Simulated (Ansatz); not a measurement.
Records of electronic-structure calculations.

## FeAs2 (Lollingite): spin-orbit coupling beyond the local functionals

Symmetry: Pnnm, No. 58, orthorhombic system. Conventional cell: a = 5.301 Å, b = 5.986 Å, c = 2.882 Å, α = 90.00°, β = 90.00°, γ = 90.00°. Fe has 6 As at 2.36 to 2.39 Å nearest. Nearest to As lie 3 Fe at 2.36 to 2.39 Å and 1 As at 2.49 Å. Farther neighbours are not listed.

| Quantity | Value |
| --- | --- |
| method | DFT, HSE06 with spin-orbit coupling, plane waves, PAW (and 1 further level or step) |
| program | Ansatz 0.2.0 |
| settings of one run | cutoff 420 eV, 2×2×4 k-mesh, smearing width 0.02 eV, default PAW |
| cost | 2 runs, 1.9 min in all on 1 × NVIDIA H100 80GB HBM3 (shared by 6 runs) with 3 threads of AMD EPYC 7R13 (Zen 3), shared host (the runs of this entry) |
| notes | The cell and positions come from the Crystallography Open Database and are kept as given unless a step says otherwise. The lattice is static and excitons are left out. The runs have no spin polarisation. For a closed low-spin shell that is the natural state; where a d or f shell is open it is a constraint, and the gap is then not the crystal’s own. |
| HSE06 | 1.33 eV |
| HSE06+SOC | 1.33 eV |

Spin-orbit coupling changes the gap by +0.01 eV and the least direct gap by −0.0001 eV. Against experiment, by HSE06+SOC: the gap of 1.33 eV lies +1.13 eV from the measured 200 meV (transport, 2013).

[Runs of the session that timed out or met a known fault of the program may be left out.]

[Cells called generated may have been cut or substituted from an entry of the Crystallography Open Database or the Materials Project.]

[Hosts, paths, dates, database ids (printed as entryN), source tags and the programs' standing remarks are cut or masked in the printed files.]
